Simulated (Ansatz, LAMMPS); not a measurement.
# Glassy 57SiO2-36ZnO-7P2O5 (mol %) (128 atoms) under strain, part 2 of 4

How stiff is glassy 57SiO2-36ZnO-7P2O5 (mol %) (128 atoms), and how do its levels respond to strain?

Ansatz 0.2.0; Kohn-Sham DFT, revPBE, PAW (set soft_2), plane waves.

The cell: 25 Si, 16 Zn, 6 P and 81 O. The quench rate of 25 K/ps is orders of magnitude faster than experiment. The starting topology of bonds comes from the classical model. Sampling is at Γ alone.

So far. Step 2 (Single point at the start): The r.m.s. force at the start is 1.4 eV/Å. Step 3 (Cell and atoms relaxed): The relaxation converged after 34 steps, with a largest force component of 0.027 eV/Å.

**4. Single point at the relaxed geometry**

The electronic structure is read at the final geometry, in a run of its own.

The input, input.yaml:

```yaml
crystal:
  lattice:
    - [12.39177, -0.31084, 0.04412]
    - [-0.31084, 12.09846, -0.00439]
    - [0.04412, -0.00439, 12.08175]
  atoms:
    - { symbol: Si, position: [0.95073, 0.53271, 0.51836] }
    - { symbol: Si, position: [0.45007, 0.19539, 0.42457] }
    - { symbol: Si, position: [0.79658, 0.83307, 0.98097] }
    - { symbol: Si, position: [0.93365, 0.77863, 0.44229] }
    - { symbol: Si, position: [0.17629, 0.78166, 0.47942] }
    - { symbol: Si, position: [0.63981, 0.20329, 0.24314] }
    [... 116 atom lines left out ...]
    - { symbol: O, position: [0.87842, 0.87935, 0.5025] }
    - { symbol: O, position: [0.60759, 0.12566, 0.97504] }
    - { symbol: O, position: [0.09164, 0.0572, 0.59914] }
    - { symbol: O, position: [0.57081, 0.76299, 0.04036] }
    - { symbol: O, position: [0.37722, 0.51691, 0.86188] }
    - { symbol: O, position: [0.83942, 0.51118, 0.96711] }
kpoints:
  mp_grid: { grid: [1, 1, 1] }
hamiltonian:
  xc: revpbe
scf:
  occupations: { method: fixed }
output:
  forces: true
  stress: true
  populations: intrinsic
  dos:
    method: { smearing: { sigma: 0.1 } }
    de: 0.1
    projected: { site_lists: { O: [O], P: [P], Si: [Si], Zn: [Zn] } }
  eigenvalues: true
  write_density: true
  write_potential: true
  volumetric_format: npy
```

Run with:

```
ansatz run input.yaml --threads 4 --pin off --max-ram 8192MiB --backend cpu --events-out ev --progress --plain --runs-dir out
```

Log:

```text
[...]
Crystal: 128 atoms, lattice volume = 1810.121 Å³
Basis set: ecut = 420 eV, 35373 PW (Γ), exchange–correlation on 180×162×162 points (8 copies of the dense FFT grid, shifted against one another)
Bands: 532, of which v1, the nominal top of the filled ones, is band 404 counted from 1 (403 counted from 0)
Symmetry: 1 space group operations
[...]
k-points: 1
[...]
SCF iter   1: F=—  HF=-119820.549098 eV  |F-HF|=—  |Δ(HF+E_count)|=         —  Δρ=3.90e-3  dr2=2.73e-1  ethr=1.77e-3  ⟨swp⟩=5.0  Hψ=2058  notcnv=0  defer=125
[...]
SCF iter  10: F=-119820.515065 eV  HF=-119820.515065 eV  |F-HF|=4.02e-8  |Δ(HF+E_count)|=   1.58e-7  Δρ=1.72e-6  dr2=5.91e-8  ethr=1.24e-11  ⟨swp⟩=24.0  Hψ=6081  notcnv=0
SCF 1 converged in 10 iterations: F = -119820.515065 eV  dr2 = 5.91e-8
[...]
WARN: The input density's exchange-correlation potential varies sharply where the density is thin. Do not read a vacuum level from v_tot or v_xc, or from such a field of the output density. On a cell that repeats whose density bears no net charge and no dipole along the vacuum's axis use v_es (v_loc + v_h of the components); [...]
SCF converged after 10 iterations
Free energy (F): -119820.515065 eV
[...]
Internal energy: -119820.515065 eV  (E = F + TS)
E sigma→0 (E₀):  -119820.515065 eV
Fermi energy:    3.206291 eV
[...]
--- Forces (eV/Å), atoms counted from 1 ---
  atom   1  Si    -0.00265690     0.00757767     0.00211740
  atom   2  Si    -0.01013015    -0.00542174     0.00094115
  atom   3  Si    -0.00110721    -0.00258011    -0.00416451
  atom   4  Si     0.00849338    -0.00453327    -0.00602791
  atom   5  Si     0.00095667    -0.00496569    -0.00329743
  atom   6  Si     0.00265629     0.00102533     0.00083197
  atom   7  Si     0.00307306    -0.00271130     0.00588927
  atom   8  Si     0.00005384     0.01126669     0.00546106
  atom   9  Si    -0.00084606     0.01069369     0.00224996
  atom  10  Si     0.00164960    -0.00019953     0.00124207
  atom  11  Si    -0.00495227    -0.00405806     0.00154094
  atom  12  Si    -0.00899386     0.00251506     0.00291296
  atom  13  Si    -0.00230850     0.00145144    -0.00238874
  atom  14  Si    -0.00937908     0.00502655     0.00465859
[...]
atom 127  O      0.00486084    -0.00208050    -0.00167933
  atom 128  O     -0.00282505    -0.00090826     0.00491039
  max |Σ_I F_I| component: 9.82e-5 eV/Å
--- Stress (GPa, compression-positive) ---
        0.022200      -0.015468      -0.003175
       -0.015469      -0.002031      -0.000302
       -0.003174      -0.000303      -0.005330
  P = ⅓ Tr σ = 0.0049 GPa (0.049 kbar)
--- Band table (eV) ---
[...]
--- intrinsic populations: 128 sites ---
  site symbol       q [e]
     0     Si      2.2184
     1     Si      2.2944
     2     Si      2.2610
[...]
127      O      6.8983
  spilling = -0.000000 (of n_electrons = 808.000000)
```

It took 21 s on 4 threads of Intel Xeon 6975P-C (Granite Rapids), shared host; peak memory 2.8 GiB.

The program notes that the exchange-correlation potential is rough where the density is thin.

Read from the output:

```yaml
free_energy: -119820.5151 eV
free_energy_per_atom: -936.0978 eV/atom
scf_cycles: 10
pressure: 0.004946 GPa
r_m_s_force_component: 0.00548 eV/Å
longest_force: 0.02694 eV/Å
fermi_energy: 3.206 eV
spacing_of_highest_filled_and_lowest_empty_level: 3.062 eV
```

Intrinsic-atomic-orbital charges by element and coordination:

| element | coordination | atoms | mean charge (e) | spread | least | most |
| --- | --- | --- | --- | --- | --- | --- |
| O | all | 81 | -0.988 | 0.106 | -1.36 | -0.872 |
| O | 2 | 57 | -0.944 | 0.0784 | -1.10 | -0.872 |
| O | 3 | 24 | -1.09 | 0.0911 | -1.36 | -0.914 |
| P | all | 6 | 2.16 | 0.0234 | 2.12 | 2.19 |
| Si | all | 25 | 1.73 | 0.0381 | 1.63 | 1.79 |
| Zn | all | 16 | 1.49 | 0.0152 | 1.46 | 1.52 |
| Zn | 3 | 4 | 1.48 | 0.016 | 1.46 | 1.50 |
| Zn | 4 | 11 | 1.49 | 0.0129 | 1.47 | 1.52 |
| Zn | 6 | 1 | 1.52 | 0 | 1.52 | 1.52 |

States in the cell by windows of 1 eV, zero at the Fermi level; the larger projections on atomic orbitals stand beside the total:

| from (eV) | to (eV) | total | O p | Zn d | Si p | O s |
| --- | --- | --- | --- | --- | --- | --- |
| -18 | -17 | 39.7 | 0.4 | 0.3 | 3.9 | 32.1 |
| -17 | -16 | 11.1 | 0.1 | 0.1 | 1.2 | 9.1 |
| -16 | -11 | 0.0 | 0.0 | 0.0 | 0.0 | 0.0 |
| -11 | -10 | 7.9 | 4.8 | 0.0 | 0.3 | 0.8 |
| -10 | -9 | 11.0 | 7.1 | 0.1 | 0.4 | 0.6 |
| -9 | -8 | 18.8 | 12.4 | 0.4 | 1.1 | 1.2 |
| -8 | -7 | 23.1 | 15.7 | 1.1 | 2.0 | 1.0 |
| -7 | -6 | 47.5 | 31.2 | 6.5 | 5.1 | 0.9 |
| -6 | -5 | 85.9 | 34.2 | 44.0 | 3.9 | 0.9 |
| -5 | -4 | 118.0 | 36.6 | 73.3 | 2.5 | 2.0 |
| -4 | -3 | 87.3 | 61.4 | 16.2 | 3.2 | 2.6 |
| -3 | -2 | 99.1 | 82.9 | 8.5 | 2.4 | 1.7 |
| -2 | -1 | 92.6 | 82.5 | 5.6 | 1.2 | 0.8 |
| -1 | 0 | 52.8 | 47.8 | 3.2 | 0.6 | 0.3 |
| 0 | 1 | 1.9 | 1.7 | 0.1 | 0.0 | 0.0 |
| 1 | 2 | 0.0 | 0.0 | 0.0 | 0.0 | 0.0 |
| 2 | 3 | 0.2 | 0.0 | 0.0 | 0.0 | 0.0 |
| 3 | 4 | 3.1 | 0.3 | 0.0 | 0.1 | 0.6 |
| 4 | 5 | 10.7 | 1.5 | 0.1 | 0.6 | 1.5 |

With fixed occupations the program's Fermi level is the highest filled level; weight inside the gap is the broadening of levels at its edges.

Between -22 and -18 eV lie 111 more states.

The levels nearest the highest filled one (over half full), pooled over k-points and spins:

| level less the highest filled one (eV) | occupation |
| --- | --- |
| -0.269 | 2 |
| -0.268 | 2 |
| -0.187 | 2 |
| -0.128 | 2 |
| -0.0951 | 2 |
| 0 | 2 |
| 3.06 | 0 |
| 3.95 | 0 |
| 4.19 | 0 |
| 4.23 | 0 |
| 4.48 | 0 |
| 4.75 | 0 |

Electrostatic potential energy in the ab plane at fractional z = 0.477, with atoms of Si and Zn and P and O within 0.2 Å of it. With pseudopotentials it is smooth inside the atoms' cores, unlike the true potential.

Ten even steps from '0' (-40 eV) to '9' (10 eV), each cell a mean:
```
99999999999986435799999999999999999
99999999999973002589999999999977999
99999888856873113699999999999611599
89887545645887667899999999999732567
78774000479999999999999999999974103
78873000489999999999999999999872003
89987434789999977899999999999986457
99998732599999510499999999999996348
99999610489888511699999999999997458
88999866888667888999999999999998766
68998899988667899999999999999986202
68999999998888999999999999998776202
89999999999999999999999987675357666
99999998888999999999999730025689989
99999974335899999999998500005899999
99999851003799999999998731137999999
99987863124899999999999985114999999
99842587678999877889999995003899999
99854799999998633589999998557889999
86323789999998522589999999874347899
62000589999998766789999999842125755
73002689999998889999999999863247755
87667899999998789999999999988789999
99999999999999889999999999999999999
```
Columns run along a (12.4 Å; values clipped at the 3rd and 97th percentile), rows up along b (12.1 Å). Atoms in or near the plane, at fractional coordinates: Si at (0.18, 0.78), Si at (0.08, 0.13), Zn at (0.24, 0.34), Zn at (0.42, 0.92), P at (0.74, 0.39), O at (0.45, 0.66), O at (0.77, 0.27).

Valence density in the ab plane at fractional z = 0.477, with atoms of Si and Zn and P and O within 0.2 Å of it. It is the smooth field of the valence electrons, not physical close to the nuclei.

Ten steps, logarithmic in the rise over the least value, from '0' (0 e/Å³) to '9' (28 e/Å³), each cell a mean:
```
00000000000012442100000000000001000
00000000111114896200000000001233210
00000001343224785100000000001466420
12221112344211221100000000001355321
23332101222100000000000000000122211
12221101110000001000000000000011111
10011222210000233210000000000012332
10001345410002466420000000000013442
10001356421012456410000000000013442
10001233211121222100000000000011221
21100111001121100000000000000111111
32110000000000000000000000012322112
22100000000000000000000011234432112
00000001110000000000001121233321000
00000013542100000000001221122110000
00001126984100000000000122332100000
00123325763110001100000024564200000
01245422211111112210000024665200000
01244320000001122210000012443210000
11122210000000111110000000123431112
32101100000001111000000000125752344
32111100000012321000000000024432344
11111100000013321000000000001111122
00000000000012211000000000000000000
```
Columns run along a (12.4 Å), rows up along b (12.1 Å). Atoms in or near the plane, at fractional coordinates: Si at (0.18, 0.78), Si at (0.08, 0.13), Zn at (0.24, 0.34), Zn at (0.42, 0.92), P at (0.74, 0.39), O at (0.45, 0.66), O at (0.77, 0.27).

The highest filled and lowest empty levels differ by 3.06 eV (at Γ alone); a semilocal functional tends to put such gaps too low. In a disordered cell it changes from sample to sample, and tail or defect levels can set it. Mean intrinsic-atomic-orbital charges: O -0.99, P +2.16, Si +1.73, Zn +1.49 e.

**5. Volume -3 %**

The relaxed cell is scaled evenly and the atoms are relaxed again; the stress at the end gives one point of P(V).

input.yaml, the sections that differ from step 4:

```yaml
crystal:
  lattice:
    - [12.26659, -0.3077, 0.04367]
    - [-0.3077, 11.97624, -0.00435]
    - [0.04367, -0.00435, 11.9597]
  atoms:
    [... the 128 atom lines of step 4 ...]
output:
  forces: true
  eigenvalues: true
  stress: true
relax:
  f_tol: 0.05
  max_steps: 70
# kpoints, hamiltonian, scf: as in step 4
```

Log:

```text
Warning: output.stress: scf.convergence.dr2_threshold = 1e-7 eV (the SCF's general default) is looser than the 1.08e-8 eV advised for a printed stress (1e-10 eV for each atom of the cell: 128, of which 108 are counted). What an SCF threshold leaves in a stress goes as its square root, and in the free energy as the threshold itself, and one threshold admits the most on a small cell: [...]
[...]
Crystal: 128 atoms, lattice volume = 1755.816 Å³
Basis set: ecut = 420 eV, 34307 PW (Γ), exchange–correlation on 180×162×160 points (8 copies of the dense FFT grid, shifted against one another)
Bands: 532, of which v1, the nominal top of the filled ones, is band 404 counted from 1 (403 counted from 0)
Symmetry: 1 space group operations
[...]
k-points: 1
[...]
SCF iter   1: F=—  HF=-119819.760814 eV  |F-HF|=—  |Δ(HF+E_count)|=         —  Δρ=3.94e-3  dr2=2.60e-1  ethr=1.77e-3  ⟨swp⟩=5.0  Hψ=2080  notcnv=0  defer=125
[...]
SCF iter   6: F=—  HF=-119819.729725 eV  |F-HF|=—  |Δ(HF+E_count)|=   4.31e-4  Δρ=7.30e-5  dr2=7.80e-5  ethr=5.50e-8  ⟨swp⟩=3.0  Hψ=758  notcnv=0  defer=126
SCF iter   7: F=-119819.729734 eV  HF=-119819.729732 eV  |F-HF|=1.24e-6  |Δ(HF+E_count)|=   7.50e-6  Δρ=2.62e-5  dr2=1.10e-5  ethr=7.74e-9  ⟨swp⟩=19.0  Hψ=3725  notcnv=0
SCF 1 converged in 7 iterations: F = -119819.729734 eV  dr2 = 1.10e-5
[...]
relax step   1: F+E_penalty+E_count = -119819.72973371 eV  Δ(F+E_penalty+E_count) = +0.000e0 eV  max|allowed force component| = 6.441e-1 eV/Å  Δτ_max = 0.0000 Å  (7 SCF iters, dr2 threshold 6.25e-5 eV, accepted)
[...]
relax step   2: F+E_penalty+E_count = -119819.99694488 eV  Δ(F+E_penalty+E_count) = -2.672e-1 eV  max|allowed force component| = 3.478e-1 eV/Å  Δτ_max = 0.0298 Å  (6 SCF iters, dr2 threshold 2.59e-5 eV, accepted)
[...]
relax step   3: F+E_penalty+E_count = -119820.17368265 eV  Δ(F+E_penalty+E_count) = -1.767e-1 eV  max|allowed force component| = 2.130e-1 eV/Å  Δτ_max = 0.0478 Å  (8 SCF iters, dr2 threshold 7.56e-6 eV, accepted)
relax step   4: F+E_penalty+E_count = -119820.10376944 eV  Δ(F+E_penalty+E_count) = +6.991e-2 eV  max|allowed force component| = 4.676e-1 eV/Å  Δτ_max = 0.2000 Å  (8 SCF iters, dr2 threshold 1.32e-5 eV, rejected (line search))
relax step   5: F+E_penalty+E_count = -119820.21433603 eV  Δ(F+E_penalty+E_count) = -4.065e-2 eV  max|allowed force component| = 8.992e-2 eV/Å  Δτ_max = 0.0842 Å  (11 SCF iters, accepted)
relax step   6: F+E_penalty+E_count = -119820.20933256 eV  Δ(F+E_penalty+E_count) = +5.003e-3 eV  max|allowed force component| = 1.343e-1 eV/Å  Δτ_max = 0.1000 Å  (10 SCF iters, rejected (line search))
relax step   7: F+E_penalty+E_count = -119820.22571228 eV  Δ(F+E_penalty+E_count) = -1.138e-2 eV  max|allowed force component| = 6.601e-2 eV/Å  Δτ_max = 0.0449 Å  (9 SCF iters, accepted)
relax step   8: F+E_penalty+E_count = -119820.23384263 eV  Δ(F+E_penalty+E_count) = -8.130e-3 eV  max|allowed force component| = 9.155e-2 eV/Å  Δτ_max = 0.0500 Å  (9 SCF iters, accepted)
relax step   9: F+E_penalty+E_count = -119820.23053637 eV  Δ(F+E_penalty+E_count) = +3.306e-3 eV  max|allowed force component| = 1.167e-1 eV/Å  Δτ_max = 0.0750 Å  (8 SCF iters, dr2 threshold 4.52e-6 eV, rejected (line search))
relax step  10: F+E_penalty+E_count = -119820.24010085 eV  Δ(F+E_penalty+E_count) = -6.258e-3 eV  max|allowed force component| = 4.023e-2 eV/Å  Δτ_max = 0.0361 Å  (9 SCF iters, accepted)
[...]
relax step  11: F+E_penalty+E_count = -119820.24251739 eV  Δ(F+E_penalty+E_count) = -2.417e-3 eV  max|allowed force component| = 4.871e-2 eV/Å  Δτ_max = 0.0364 Å  (9 SCF iters, accepted)
SCF converged after 9 iterations
Free energy (F): -119820.242517 eV
[...]
Internal energy: -119820.242517 eV  (E = F + TS)
E sigma→0 (E₀):  -119820.242517 eV
Fermi energy:    3.497301 eV
[...]
Σ components = -119820.242517   (vs F -119820.242517, Δ=0.00e0)
--- Forces (eV/Å), atoms counted from 1 ---
  atom   1  Si     0.00645020    -0.00706916     0.00459567
  atom   2  Si    -0.00135686     0.01076674     0.00101070
  atom   3  Si     0.00173399    -0.00719519    -0.00437477
  atom   4  Si    -0.00420002     0.00102862    -0.00100241
[...]
atom 128  O     -0.00878279    -0.00692066    -0.00110605
  max |Σ_I F_I| component: 5.07e-5 eV/Å
--- Stress (GPa, compression-positive) ---
        1.660005       0.071996       0.083492
        0.071994       1.697190       0.101437
        0.083494       0.101437       1.391650
  P = ⅓ Tr σ = 1.5829 GPa (15.829 kbar)
--- Band table (eV) ---
[...]
--- Relaxed structure (11 steps of the walk, 8 accepted, 0 SCFs on fresh bases) ---
  F+E_penalty+E_count = -119820.24251739 eV   max|allowed force component| = 4.871e-2 eV/Å
  atoms:
    - { symbol: Si, position: [0.949425, 0.537325, 0.516583] }
    - { symbol: Si, position: [0.449759, 0.195405, 0.427216] }
    - { symbol: Si, position: [0.794147, 0.833527, 0.980668] }
    - { symbol: Si, position: [0.934993, 0.783355, 0.441630] }
[...]
- { symbol: O, position: [0.845460, 0.512811, 0.964484] }
```

Elapsed: 2.8 min, on 4 threads; peak memory 2.8 GiB.

The program notes that the SCF threshold is loose for the stress.

The relaxation converged after 11 steps, 0.513 eV below its start, with a largest force component of 0.049 eV/Å.

Volume -3 %: the energy stands 0.273 eV above that of the reference, at a pressure of 1.58 GPa.

**6. Volume +3 %**

The relaxed cell is scaled to another volume.

Input and log are left out; they have the form of those shown for this kind of step.

Elapsed: 2.4 min, on 4 threads of Intel Xeon 6975P-C (Granite Rapids), shared host; peak memory 3 GiB; 9.3 min of CPU time.

The relaxation converged after 9 steps, 0.463 eV below its start, with a largest force component of 0.046 eV/Å.

Volume +3 %: the energy stands 0.239 eV above that of the reference, at a pressure of -1.43 GPa.

**7. Volume -6 %**

The relaxed cell is scaled to another volume.

Input and log are left out; they have the form of those shown for this kind of step.

It took 4.3 min on 4 threads of Intel Xeon 6975P-C (Granite Rapids), shared host; peak memory 2.8 GiB; 16 min of CPU time.

The relaxation converged after 18 steps, 2.29 eV below its start, with a largest force component of 0.028 eV/Å.

Volume -6 %: the energy stands 1.02 eV above that of the reference, at a pressure of 3.48 GPa.

[end of part 2 of 4]

[Long decimals in the printed logs are rounded to 6 places.]

[Logs are printed without paths, hosts, clocks, repeated set-up lines and the standing remarks that a program may print on its own settings, such as how far it seeks lower states.]

[Hosts, paths, dates, database ids (printed as entryN), source tags and the programs' standing remarks are cut or masked in the printed files.]
